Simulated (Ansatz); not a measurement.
# ZnCdF4: complex band structure, part 2 of 3

Aim: relax a made-up compound, ZnCdF4, and see how good a tunnel barrier it would be. It is built by putting Cd for part of the Zn in the ZnF2 structure of space group P4_2/mnm, with the volume rescaled by atomic radii. The parent structure comes from the Materials Project.

Ansatz 0.2.0; LDA DFT, plane waves, PAW files (the session's first sound run).

So far, gap on path (eV): step 3 (band edges) 2.83.

The structure was built from a prototype and need not be the compound's stable phase.

## 4. Complex bands, plane (001), k-mesh 6×6×8

This step: LDA DFT, plane waves, PAW files; complex bands by layer matching along the plane's normal (Ansatz 0.2.0).

The same crystal is laid in a cell whose first two vectors span the (001) plane (indices of the standard conventional cell, whose axes can be ordered otherwise than in the bulk input). At fixed energy and wavevector in the plane the solver finds all kz, real and complex. A few wavevectors are listed, (0, 0) and (0.5, 0) in units of the plane's reciprocal vectors; the slowest state needn't be among them.

Contents of input.yaml:

```yaml
crystal:
  lattice:
    - [4.847439521, 0.0, 0.0]
    - [-0.026408494, 4.847367585, 0.0]
    - [0.0, 0.0, 3.247180573]
  atoms:
    - { symbol: Cd, position: [0.5, 0.5, 0.5] }
    - { symbol: Zn, position: [0.0, 0.0, 0.0] }
    - { symbol: F, position: [0.7139165412, 0.7139165412, 0.0] }
    - { symbol: F, position: [0.8178412755, 0.1821587245, 0.5] }
    - { symbol: F, position: [0.2860834588, 0.2860834588, 0.0] }
    - { symbol: F, position: [0.1821587245, 0.8178412755, 0.5] }
kpoints:
  mp_grid: { grid: [6, 6, 8] }
scf:
  occupations: { method: fixed }
hamiltonian:
  xc: lda
output:
  eigenvalues: true
  transmission:
    leads: [[0, 0]]
    kpoints: [[0.0, 0.0], [0.5, 0.0]]
    e_range: [-1.0, 3.83]
    de: 0.12
```

Started as:

```sh
$ ansatz run input.yaml --threads 2 --pin off --max-ram 4096MiB --backend cpu --events-out ev --progress --plain --runs-dir out
```

Numbers of over 12 decimals in the logs are rounded to 6 here.

What it wrote:

```text
[...]
Crystal: 6 atoms, lattice volume = 76.300 Å³
Basis set: ecut = 420 eV, 1495 PW (Γ)
Bands: 36, of which v1, the nominal top of the filled ones, is band 30 counted from 1 (29 counted from 0)
Symmetry: 8 space group operations
[...]
k-points: 65 of 288
[...]
SCF iter   1: F=—  HF=-14541.286759 eV  |F-HF|=—  |Δ(HF+E_count)|=         —  Δρ=2.22e-2  dr2=2.61e-1  ethr=1.77e-3  ⟨swp⟩=5.0  Hψ=8026  notcnv=0  defer=255
[...]
SCF iter   8: F=-14541.207740 eV  HF=-14541.207740 eV  |F-HF|=5.14e-8  |Δ(HF+E_count)|=   4.78e-8  Δρ=8.69e-6  dr2=4.66e-8  ethr=1.67e-10  ⟨swp⟩=8.0  Hψ=8310  notcnv=0
SCF 1 converged in 8 iterations: F = -14541.207740 eV  dr2 = 4.66e-8
[...]
transmission: 4 of 8 steps passed
transmission: 8 of 8 steps passed
SCF converged after 8 iterations
Free energy (F): -14541.207740 eV
[...]
Internal energy: -14541.207740 eV  (E = F + TS)
E sigma→0 (E₀):  -14541.207740 eV
Fermi energy:    4.613769 eV
[...]
--- Band table (eV; the first three rows and the last of 65) ---
  k-point 0: bands = [... 26 lower, 3.3582, 4.0155, 4.2780, 4.6138, 7.4456, 13.0324, 13.4881, 13.9786, ... 2 higher]
  k-point 1: bands = [... 26 lower, 3.2953, 3.8531, 4.0622, 4.5021, 7.9591, 13.4475, 13.5746, 14.3595, ... 2 higher]
  k-point 2: bands = [... 26 lower, 3.1348, 3.5289, 3.6545, 4.1732, 9.1675, 13.6845, 14.4926, 15.3131, ... 2 higher]
  k-point 64: bands = [... 26 lower, 3.1457, 3.3840, 3.4806, 3.9878, 12.0303, 12.4274, 14.9047, 14.9953, ... 2 higher]
--- Transmission ---
  basis      : 213 plane waves across, 4 finite elements along
  points     : 2, as listed
  energies   : 41 from -1.000000 to 3.800000 eV about the Fermi level, 0.120000 eV apart; the leads are filled to 1.415899 eV, and channels, transmission and decay are at 1.400000 eV
  crystal 0  : Zn1F4Cd1, at the sites [0, 0], period 3.2472 Å: whole cells are its period
    offset         : up to 0.0000 Å between an atom of the period and one for which it stands
    channels       : 0.000000e0 a spin
    conductance    : none, the energies end too early or step too widely for 300 K: set another output.transmission.e_range or a lower de, or, where they end at an eighth of basis.ecutwfc, a higher one
    slowest decay  : 0.3428 /Å at (0.0000, 0.0000)
```

It took 14 s on 2 threads of Intel Xeon Platinum 8488C (Sapphire Rapids), shared host; peak memory 0.67 GiB; 28 s of CPU time.

This step gave:

- level to which the leads are filled: 1.416 eV from the Fermi level
- decay constant at the filling level, zone centre: 0.3427 Å⁻¹
- decay constant at the filling level, slowest listed point: 0.3428 Å⁻¹

K parallel (0, 0); values up to 1.5 1/Å, a degenerate pair printed once or twice; energies at which all values exceed this have no row. The Im kz of the slowest decaying states by energy, zero at the highest filled level on the SCF mesh:

```csv
energy (eV),decay 1 (Å⁻¹),decay 2 (Å⁻¹),decay 3 (Å⁻¹),decay 4 (Å⁻¹)
-1.00,0.337,0.452,0.603,0.624
-0.76,0.351,0.603,0.691,0.731
-0.64,0.356,0.661,0.726,0.772
-0.40,0.242,0.361,0.756,0.787
-0.28,0.116,0.298,0.361,0.797
-0.04,0.254,0.350,0.375,0.859
0.20,0.327,0.329,0.429,0.898
0.32,0.355,0.367,0.451,0.916
0.56,0.401,0.422,0.487,0.947
0.68,0.419,0.444,0.502,0.962
0.92,0.385,0.451,0.529,0.577
1.16,0.364,0.477,0.550,0.658
1.28,0.353,0.488,0.560,0.694
1.52,0.331,0.507,0.576,0.763
1.64,0.319,0.516,0.584,0.797
1.88,0.291,0.530,0.596,0.867
2.12,0.257,0.542,0.606,0.939
2.24,0.237,0.547,0.611,0.950
2.48,0.187,0.555,0.618,0.972
2.60,0.153,0.559,0.621,0.984
2.84,0.564,0.626,0.969,1.05
3.08,0.568,0.630,0.943,1.13
3.20,0.569,0.631,0.935,1.13
3.44,0.571,0.633,0.919,1.14
3.56,0.571,0.633,0.912,1.14
3.80,0.570,0.633,0.899,1.14
```

K parallel (0.5, 0); values up to 1.5 1/Å, a degenerate pair printed once or twice; energies at which all values exceed this have no row. Im kz of the slowest decaying states against energy, zero at the highest filled level on the SCF mesh:

```csv
energy (eV),decay 1 (Å⁻¹),decay 2 (Å⁻¹),decay 3 (Å⁻¹),decay 4 (Å⁻¹)
-1.00,0.511,0.565,0.571,0.700
-0.76,0.142,0.365,0.366,0.654
-0.52,0.135,0.283,0.787,0.844
-0.28,0.210,0.328,0.852,0.955
-0.04,0.304,0.315,0.372,0.902
0.20,0.361,0.380,0.407,0.499
0.44,0.402,0.436,0.537,0.609
0.68,0.434,0.460,0.642,0.688
0.92,0.460,0.479,0.721,0.748
1.16,0.480,0.494,0.782,0.793
1.40,0.496,0.507,0.829,0.832
1.64,0.508,0.516,0.856,0.872
1.88,0.517,0.522,0.869,0.877
2.12,0.522,0.526,0.849,0.865
2.36,0.524,0.526,0.831,0.846
2.60,0.522,0.525,0.814,0.830
2.84,0.516,0.521,0.798,0.816
3.08,0.505,0.514,0.784,0.803
3.32,0.491,0.504,0.770,0.791
3.56,0.470,0.491,0.758,0.780
3.80,0.444,0.475,0.747,0.769
```

At the listed wavevectors the last open channel is at -0.04 eV and the next at +2.84 eV on the grid. At +1.40 eV, the grid energy nearest the filling level (the middle of the gap on the SCF mesh), the slowest state at the listed wavevectors decays with κ = 0.343 Å⁻¹, its amplitude falling by e over 2.9 Å. Through 1 nm of this crystal that state's transmission falls by exp(−2 × 0.343 Å⁻¹ × 10 Å) = 0.0011.

## 5. Decay over the two-dimensional zone

The listed points could miss the slowest state, so one energy near mid-gap is solved on a mesh of 8×8.

Changes to input.yaml since step 4:

```diff
@@ -20,6 +20,2 @@
   eigenvalues: true
-  transmission:
-    leads: [[0, 0]]
-    kpoints: [[0.0, 0.0], [0.5, 0.0]]
-    e_range: [-1.0, 3.83]
-    de: 0.12
+  transmission: { leads: [[0, 0]], kmesh: [8, 8], e_range: [1.42, 1.43], de: 0.05 }
```

What it wrote:

```text
[...]
Crystal: 6 atoms, lattice volume = 76.300 Å³
Basis set: ecut = 420 eV, 1495 PW (Γ)
Bands: 36, of which v1, the nominal top of the filled ones, is band 30 counted from 1 (29 counted from 0)
Symmetry: 8 space group operations
[...]
k-points: 65 of 288
[...]
SCF iter   1: F=—  HF=-14541.286759 eV  |F-HF|=—  |Δ(HF+E_count)|=         —  Δρ=2.22e-2  dr2=2.61e-1  ethr=1.77e-3  ⟨swp⟩=5.0  Hψ=8026  notcnv=0  defer=255
[...]
SCF iter   8: F=-14541.207740 eV  HF=-14541.207740 eV  |F-HF|=5.14e-8  |Δ(HF+E_count)|=   4.78e-8  Δρ=8.69e-6  dr2=4.66e-8  ethr=1.67e-10  ⟨swp⟩=8.0  Hψ=8310  notcnv=0
SCF 1 converged in 8 iterations: F = -14541.207740 eV  dr2 = 4.66e-8
[...]
transmission: 16 of 84 steps passed
transmission: 32 of 84 steps passed
[...]
transmission: 84 of 84 steps passed
SCF converged after 8 iterations
Free energy (F): -14541.207740 eV
[...]
Internal energy: -14541.207740 eV  (E = F + TS)
E sigma→0 (E₀):  -14541.207740 eV
Fermi energy:    4.613769 eV
[...]
--- Band table (eV; the first three rows and the last of 65) ---
  k-point 0: bands = [... 26 lower, 3.3582, 4.0155, 4.2780, 4.6138, 7.4456, 13.0324, 13.4881, 13.9786, ... 2 higher]
  k-point 1: bands = [... 26 lower, 3.2953, 3.8531, 4.0622, 4.5021, 7.9591, 13.4475, 13.5746, 14.3595, ... 2 higher]
  k-point 2: bands = [... 26 lower, 3.1348, 3.5289, 3.6545, 4.1732, 9.1675, 13.6845, 14.4926, 15.3131, ... 2 higher]
  k-point 64: bands = [... 26 lower, 3.1457, 3.3840, 3.4806, 3.9878, 12.0303, 12.4274, 14.9047, 14.9953, ... 2 higher]
--- Transmission ---
  basis      : 213 plane waves across, 4 finite elements along
  points     : 21, standing for a mesh of 8 x 8
  energies   : 1 from 1.420000 to 1.420000 eV about the Fermi level; the leads are filled to 1.415899 eV, and channels, transmission and decay are at 1.420000 eV
  crystal 0  : Zn1F4Cd1, at the sites [0, 0], period 3.2472 Å: whole cells are its period
[...]
channels       : 0.000000e0 a spin
    conductance    : none, crystal 0 has no channel at the energies, or these end too early or step too widely for 300 K: set another output.transmission.e_range or a lower de, or, where they end at an eighth of basis.ecutwfc, a higher one
    slowest decay  : 0.3409 /Å at (0.0000, 0.0000)
```

It took 12 s on 2 threads; peak memory 0.63 GiB.

Numbers from this step:

* least decay constant on the mesh: 0.3409 Å⁻¹

Slowest decay constant (1/Å; 0 where a channel is open) over k1 and k2. At 1.4200 eV from the Fermi level.

Values, 8 rows by 8 columns:
```
0.552 0.535 0.508 0.480 0.470 0.491 0.537 0.553
0.531 0.508 0.473 0.440 0.424 0.443 0.489 0.537
0.507 0.480 0.440 0.395 0.370 0.393 0.443 0.491
0.497 0.470 0.424 0.370 0.341 0.370 0.424 0.470
0.507 0.491 0.443 0.393 0.370 0.395 0.440 0.480
0.531 0.537 0.489 0.443 0.424 0.440 0.473 0.508
0.552 0.553 0.537 0.491 0.470 0.480 0.508 0.535
0.559 0.552 0.531 0.507 0.497 0.507 0.531 0.552
```
Columns: k1 (b1) from -0.5 to 0.375; rows upwards: k2 (b2) from -0.5 to 0.375.

The least value on the mesh is 0.341 Å⁻¹ at +1.42 eV. At that energy the listed points give about 0.341 Å⁻¹ by interpolation, so the mesh holds no clearly slower state.

## 6. Complex bands, plane (010), k-mesh 8×8×8

The same for the (010) plane, at (0, 0) and (0.5, 0), to see how the decay depends on direction.

Contents of input.yaml:

```yaml
crystal:
  lattice:
    - [3.247180573, 0.0, 0.0]
    - [0.0, 6.873962975, 0.0]
    - [0.0, 3.436981487, 3.418307793]
  atoms:
    - { symbol: Cd, position: [0.5, 0.5, 0.0] }
    - { symbol: Zn, position: [0.0, 0.0, 0.0] }
    - { symbol: F, position: [0.0, 0.2860834588, 0.4278330824] }
    - { symbol: F, position: [0.5, 0.8178412755, 0.0] }
    - { symbol: F, position: [0.0, 0.7139165412, 0.5721669176] }
    - { symbol: F, position: [0.5, 0.1821587245, 0.0] }
kpoints:
  mp_grid: { grid: [8, 8, 8] }
scf:
  occupations: { method: fixed }
hamiltonian:
  xc: lda
output:
  eigenvalues: true
  transmission:
    leads: [[0, 0]]
    kpoints: [[0.0, 0.0], [0.5, 0.0]]
    e_range: [-1.0, 3.83]
    de: 0.08
```

What it wrote:

```text
[...]
Crystal: 6 atoms, lattice volume = 76.300 Å³
Basis set: ecut = 420 eV, 1495 PW (Γ)
Bands: 36, of which v1, the nominal top of the filled ones, is band 30 counted from 1 (29 counted from 0)
Symmetry: 8 space group operations
[...]
k-points: 105 of 512
[...]
SCF iter   1: F=—  HF=-14541.286515 eV  |F-HF|=—  |Δ(HF+E_count)|=         —  Δρ=2.22e-2  dr2=2.61e-1  ethr=1.77e-3  ⟨swp⟩=5.0  Hψ=12913  notcnv=0  defer=413
[...]
SCF iter   8: F=-14541.207632 eV  HF=-14541.207632 eV  |F-HF|=4.13e-8  |Δ(HF+E_count)|=   4.53e-8  Δρ=7.59e-6  dr2=3.81e-8  ethr=1.67e-10  ⟨swp⟩=8.0  Hψ=13595  notcnv=0
SCF 1 converged in 8 iterations: F = -14541.207632 eV  dr2 = 3.81e-8
[...]
transmission: 5 of 10 steps passed
transmission: 10 of 10 steps passed
SCF converged after 8 iterations
Free energy (F): -14541.207632 eV
[...]
Internal energy: -14541.207632 eV  (E = F + TS)
E sigma→0 (E₀):  -14541.207632 eV
Fermi energy:    4.613771 eV
[...]
--- Band table (eV; the first three rows and the last of 105) ---
  k-point 0: bands = [... 26 lower, 3.3582, 4.0155, 4.2780, 4.6138, 7.4456, 13.0324, 13.4881, 13.9786, ... 2 higher]
  k-point 1: bands = [... 26 lower, 3.3253, 3.9437, 4.2755, 4.5101, 7.8853, 12.7275, 12.9926, 14.4844, ... 2 higher]
  k-point 2: bands = [... 26 lower, 3.3093, 3.8635, 4.1426, 4.2705, 8.9439, 11.8797, 12.8848, 14.4321, ... 2 higher]
  k-point 104: bands = [... 26 lower, 2.9428, 3.3028, 3.8345, 4.3969, 12.3744, 12.3777, 14.7376, 14.8935, ... 2 higher]
--- Transmission ---
  basis      : 197 plane waves across, 5 finite elements along
  points     : 2, as listed
[...]
crystal 0  : F4Cd1Zn1, at the sites [0, 0], period 3.4183 Å: whole cells are its period
[...]
channels       : 0.000000e0 a spin
[...]
slowest decay  : 0.3660 /Å at (0.0000, 0.0000)
```

The job ended after 17 s (2 threads; peak memory 0.67 GiB; 33 s of CPU time).

This step gave:

| Property | Result |
| --- | --- |
| free energy | -14541.2076 eV |
| decay constant at the filling level, zone centre | 0.3660 Å⁻¹ |
| decay constant at the filling level, slowest listed point | 0.366 Å⁻¹ |

K parallel (0, 0); values up to 1.5 1/Å, a degenerate pair printed once or twice; energies at which all values exceed this have no row. Table of Im kz of the slowest decaying states by energy, zero at the highest filled level on the SCF mesh:

```csv
energy (eV),decay 1 (Å⁻¹),decay 2 (Å⁻¹),decay 3 (Å⁻¹),decay 4 (Å⁻¹)
-1.00,0.274,0.354,0.385,0.488
-0.76,0.0670,0.377,0.477,0.590
-0.52,0.211,0.245,0.388,0.542
-0.28,0.381,0.387,0.411,0.592
-0.04,0.369,0.473,0.504,0.633
0.20,0.340,0.539,0.572,0.667
0.44,0.419,0.591,0.625,0.697
0.68,0.490,0.635,0.670,0.722
0.92,0.423,0.672,0.707,0.738
1.16,0.392,0.705,0.740,0.756
1.40,0.366,0.733,0.757,0.769
1.64,0.338,0.758,0.763,0.794
1.88,0.307,0.772,0.781,0.807
2.12,0.270,0.782,0.801,0.817
2.36,0.223,0.793,0.820,0.826
2.60,0.159,0.804,0.833,0.836
2.84,0.816,0.839,0.851,0.890
3.08,0.830,0.843,0.864,0.904
3.32,0.847,0.847,0.876,0.916
3.56,0.849,0.869,0.887,0.927
3.80,0.850,0.897,0.905,0.937
```

K parallel (0.5, 0); values up to 1.5 1/Å, a degenerate pair printed once or twice; energies at which all values exceed this have no row. Im kz of the slowest decaying states against energy, zero at the highest filled level on the SCF mesh:

```csv
energy (eV),decay 1 (Å⁻¹),decay 2 (Å⁻¹),decay 3 (Å⁻¹),decay 4 (Å⁻¹)
-1.00,0.120,0.367,0.579,0.706
-0.84,0.104,0.470,0.651,0.761
-0.60,0.583,0.738,0.755,0.899
-0.44,0.647,0.767,0.787,0.954
-0.20,0.737,0.787,0.849,1.03
-0.04,0.795,0.798,0.886,1.07
0.12,0.162,0.809,0.856,0.920
0.36,0.253,0.822,0.822,0.966
0.52,0.297,0.804,0.830,0.994
0.76,0.350,0.797,0.840,1.03
0.92,0.381,0.797,0.845,1.06
1.08,0.408,0.798,0.849,1.08
1.32,0.444,0.802,0.855,1.10
1.48,0.467,0.804,0.857,1.10
1.72,0.497,0.808,0.860,1.09
1.88,0.516,0.810,0.862,1.08
2.04,0.535,0.812,0.862,1.08
2.28,0.561,0.815,0.863,1.07
2.44,0.578,0.816,0.862,1.06
2.68,0.602,0.818,0.861,1.06
2.84,0.619,0.818,0.859,1.06
3.00,0.635,0.818,0.857,1.05
3.24,0.661,0.817,0.854,1.05
3.40,0.678,0.816,0.851,1.04
3.64,0.706,0.814,0.846,1.04
3.80,0.727,0.812,0.842,1.04
```

At the listed wavevectors the last open channel is at -0.04 eV and the next at +2.84 eV on the grid. At +1.40 eV, the grid energy nearest the filling level (the middle of the gap on the SCF mesh), the slowest state at the listed wavevectors decays with κ = 0.366 Å⁻¹, its amplitude falling by e over 2.7 Å; the first such run, plane (001), gave 0.343 Å⁻¹.

## 7. A check of the settings: output.transmission.temperature = 400.0

This step: LDA DFT, plane waves, PAW files; complex bands by layer matching along the plane's normal; changed: output.transmission.temperature = 400.0 (Ansatz 0.2.0).

This run repeats an earlier one, its twin (the complex run, plane (001)), with one setting changed (output.transmission.temperature; files written aside). It is meant to test how the leads' temperature enters. Where the input is shown as a difference, that is against the step before, not the twin.

Contents of input.yaml:

```yaml
crystal:
  lattice:
    - [4.847439521, 0.0, 0.0]
    - [-0.026408494, 4.847367585, 0.0]
    - [0.0, 0.0, 3.247180573]
  atoms:
    - { symbol: Cd, position: [0.5, 0.5, 0.5] }
    - { symbol: Zn, position: [0.0, 0.0, 0.0] }
    - { symbol: F, position: [0.7139165412, 0.7139165412, 0.0] }
    - { symbol: F, position: [0.8178412755, 0.1821587245, 0.5] }
    - { symbol: F, position: [0.2860834588, 0.2860834588, 0.0] }
    - { symbol: F, position: [0.1821587245, 0.8178412755, 0.5] }
kpoints:
  mp_grid: { grid: [6, 6, 8] }
scf:
  occupations: { method: fixed }
hamiltonian:
  xc: lda
output:
  eigenvalues: true
  transmission:
    leads: [[0, 0]]
    kpoints: [[0.0, 0.0], [0.5, 0.0]]
    e_range: [-1.0, 3.83]
    de: 0.12
    temperature: 400.0
```

What it wrote:

```text
[...]
Crystal: 6 atoms, lattice volume = 76.300 Å³
Basis set: ecut = 420 eV, 1495 PW (Γ)
Bands: 36, of which v1, the nominal top of the filled ones, is band 30 counted from 1 (29 counted from 0)
Symmetry: 8 space group operations
[...]
k-points: 65 of 288
[...]
SCF iter   1: F=—  HF=-14541.286759 eV  |F-HF|=—  |Δ(HF+E_count)|=         —  Δρ=2.22e-2  dr2=2.61e-1  ethr=1.77e-3  ⟨swp⟩=5.0  Hψ=8026  notcnv=0  defer=255
[...]
SCF iter   8: F=-14541.207740 eV  HF=-14541.207740 eV  |F-HF|=5.14e-8  |Δ(HF+E_count)|=   4.78e-8  Δρ=8.69e-6  dr2=4.66e-8  ethr=1.67e-10  ⟨swp⟩=8.0  Hψ=8310  notcnv=0
SCF 1 converged in 8 iterations: F = -14541.207740 eV  dr2 = 4.66e-8
[...]
transmission: 4 of 8 steps passed
transmission: 8 of 8 steps passed
SCF converged after 8 iterations
Free energy (F): -14541.207740 eV
[...]
Internal energy: -14541.207740 eV  (E = F + TS)
E sigma→0 (E₀):  -14541.207740 eV
Fermi energy:    4.613769 eV
[...]
--- Band table (eV; the first three rows and the last of 65) ---
  k-point 0: bands = [... 26 lower, 3.3582, 4.0155, 4.2780, 4.6138, 7.4456, 13.0324, 13.4881, 13.9786, ... 2 higher]
  k-point 1: bands = [... 26 lower, 3.2953, 3.8531, 4.0622, 4.5021, 7.9591, 13.4475, 13.5746, 14.3595, ... 2 higher]
  k-point 2: bands = [... 26 lower, 3.1348, 3.5289, 3.6545, 4.1732, 9.1675, 13.6845, 14.4926, 15.3131, ... 2 higher]
  k-point 64: bands = [... 26 lower, 3.1457, 3.3840, 3.4806, 3.9878, 12.0303, 12.4274, 14.9047, 14.9953, ... 2 higher]
--- Transmission ---
  basis      : 213 plane waves across, 4 finite elements along
  points     : 2, as listed
[...]
crystal 0  : Zn1F4Cd1, at the sites [0, 0], period 3.2472 Å: whole cells are its period
[...]
channels       : 0.000000e0 a spin
[...]
slowest decay  : 0.3428 /Å at (0.0000, 0.0000)
```

The job ended after 14 s (2 threads; peak memory 0.68 GiB; 27 s of CPU time).

This step gave:

| Quantity | Value |
| --- | --- |
| free energy | -14541.2077 eV |
| decay constant at the filling level, zone centre | 0.3427 Å⁻¹ |
| decay constant at the filling level, slowest listed point | 0.3428 Å⁻¹ |

K parallel (0, 0); values up to 1.5 1/Å, a degenerate pair printed once or twice; energies at which all values exceed this have no row. The Im kz of the slowest decaying states by energy, zero at the highest filled level on the SCF mesh:

```csv
energy (eV),decay 1 (Å⁻¹),decay 2 (Å⁻¹),decay 3 (Å⁻¹),decay 4 (Å⁻¹)
-1.00,0.337,0.452,0.603,0.624
-0.64,0.356,0.661,0.726,0.772
-0.28,0.116,0.298,0.361,0.797
-0.04,0.254,0.350,0.375,0.859
0.08,0.221,0.294,0.327,0.404
0.32,0.355,0.367,0.451,0.916
0.68,0.419,0.444,0.502,0.962
1.04,0.374,0.465,0.540,0.619
1.40,0.343,0.498,0.569,0.729
1.76,0.306,0.523,0.590,0.831
2.12,0.257,0.542,0.606,0.939
2.48,0.187,0.555,0.618,0.972
2.72,0.107,0.562,0.624,0.996
3.08,0.568,0.630,0.943,1.13
3.44,0.571,0.633,0.919,1.14
3.80,0.570,0.633,0.899,1.14
```

K parallel (0.5, 0); values up to 1.5 1/Å, a degenerate pair printed once or twice; energies at which all values exceed this have no row. The Im kz of the slowest decaying states by energy, zero at the highest filled level on the SCF mesh:

```csv
energy (eV),decay 1 (Å⁻¹),decay 2 (Å⁻¹),decay 3 (Å⁻¹),decay 4 (Å⁻¹)
-1.00,0.511,0.565,0.571,0.700
-0.76,0.142,0.365,0.366,0.654
-0.64,0.222,0.290,0.747,0.764
-0.40,0.0933,0.304,0.822,0.924
-0.28,0.210,0.328,0.852,0.955
-0.04,0.304,0.315,0.372,0.902
0.20,0.361,0.380,0.407,0.499
0.32,0.383,0.422,0.468,0.560
0.56,0.419,0.448,0.594,0.652
0.68,0.434,0.460,0.642,0.688
0.92,0.460,0.479,0.721,0.748
1.16,0.480,0.494,0.782,0.793
1.28,0.489,0.501,0.808,0.812
1.52,0.503,0.511,0.843,0.853
1.64,0.508,0.516,0.856,0.872
1.88,0.517,0.522,0.869,0.877
2.12,0.522,0.526,0.849,0.865
2.24,0.523,0.526,0.840,0.855
2.48,0.523,0.526,0.822,0.838
2.60,0.522,0.525,0.814,0.830
2.84,0.516,0.521,0.798,0.816
3.08,0.505,0.514,0.784,0.803
3.20,0.499,0.509,0.777,0.797
3.44,0.481,0.498,0.764,0.785
3.56,0.470,0.491,0.758,0.780
3.80,0.444,0.475,0.747,0.769
```

The temperature enters the conductance and not T(E) itself. No conductance was computed here for it to change.

(Continued in part 3 of 3.)

[Logs are printed without paths, hosts, clocks, repeated set-up lines and the standing remarks that a program may print on its own settings, such as how far it seeks lower states.]

[Hosts, paths, dates, database ids (printed as entryN), source tags and the programs' standing remarks are cut or masked in the printed files.]
